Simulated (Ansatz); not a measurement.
MoSi2N4/MoSi2N4 (MoSi2N4 type multilayer), computed twice by G0W0.

The cell holds 14 atoms: 2 Mo, 8 N and 4 Si. Cell: a = 2.879 Å, b = 2.879 Å, c = 56.400 Å, α = 90.0°, β = 90.0°, γ = 120.0°. Regions: layer 1 (MoSi2N4), 7 atoms (1 Mo, 4 N and 2 Si); layer 2 (MoSi2N4), 7 atoms (1 Mo, 4 N and 2 Si). Vacuum lies along c.

```xyz
14
Lattice="2.8792 0.0000 0.0000 -1.4396 2.4934 0.0000 0.0000 0.0000 56.4000" Properties=species:S:1:pos:R:3
Mo    0.0000    0.0000   23.3914
N     0.0000    1.6623   24.6239
N     0.0000    1.6623   22.1578
Si    0.0000    1.6623   26.3574
Si    0.0000    1.6623   20.4226
N     1.4396    0.8311   26.8581
N     1.4396    0.8311   19.9114
Mo    0.0000    0.0000   33.0086
N     1.4396    0.8311   34.2422
N     1.4396    0.8311   31.7761
Si    1.4396    0.8311   35.9774
Si    1.4396    0.8311   30.0426
N     0.0000    1.6623   36.4886
N     0.0000    1.6623   29.5419
```

The structure was relaxed with PBEsol-D3(BJ). The runs that relaxed it are not among those shown. PAW set soft_2, made with PBE.

The first (Ansatz 0.2.0; start PBEsol, 6×6×1 mesh, 277 empty bands, screening to 45 eV; 4 threads of Arm Neoverse V1, shared host) gave, on its mesh: starting gap 1.68 eV, G0W0 gap 2.47 eV, mean of 1 + 4πα/V (set by the cell height) 3.00, 2.7 min.

The second gave: starting gap 1.68 eV, G0W0 gap 2.50 eV, mean of 1 + 4πα/V (set by the cell height) 3.07, 75 s.

What was changed in the input? Choose among start, files, mesh, bands and cutoff, frequency model or another key.

Changed: empty bands from 277 to 114 and screening cutoff (eV) from 45.0 to 25. The starting gap stayed, which rules out the functional and points to the GW step. Other changes could give like numbers; this is the one that was made.

Limits: not at the basis limit; coarse mesh for a sheet; no spin-orbit coupling.

[Paths, hosts, dates, memory and timing lines, banners, echoed tables and standing remarks are left out of the program output.]

[Logs are printed without paths, hosts, clocks, repeated set-up lines and the standing remarks that a program may print on its own settings, such as how far it seeks lower states.]

[Runs of the session that timed out or met a known fault of the program may be left out.]

[Cells called generated may have been cut or substituted from an entry of the Crystallography Open Database or the Materials Project.]

[Hosts, paths, dates, database ids (printed as entryN), source tags and the programs' standing remarks are cut or masked in the printed files.]
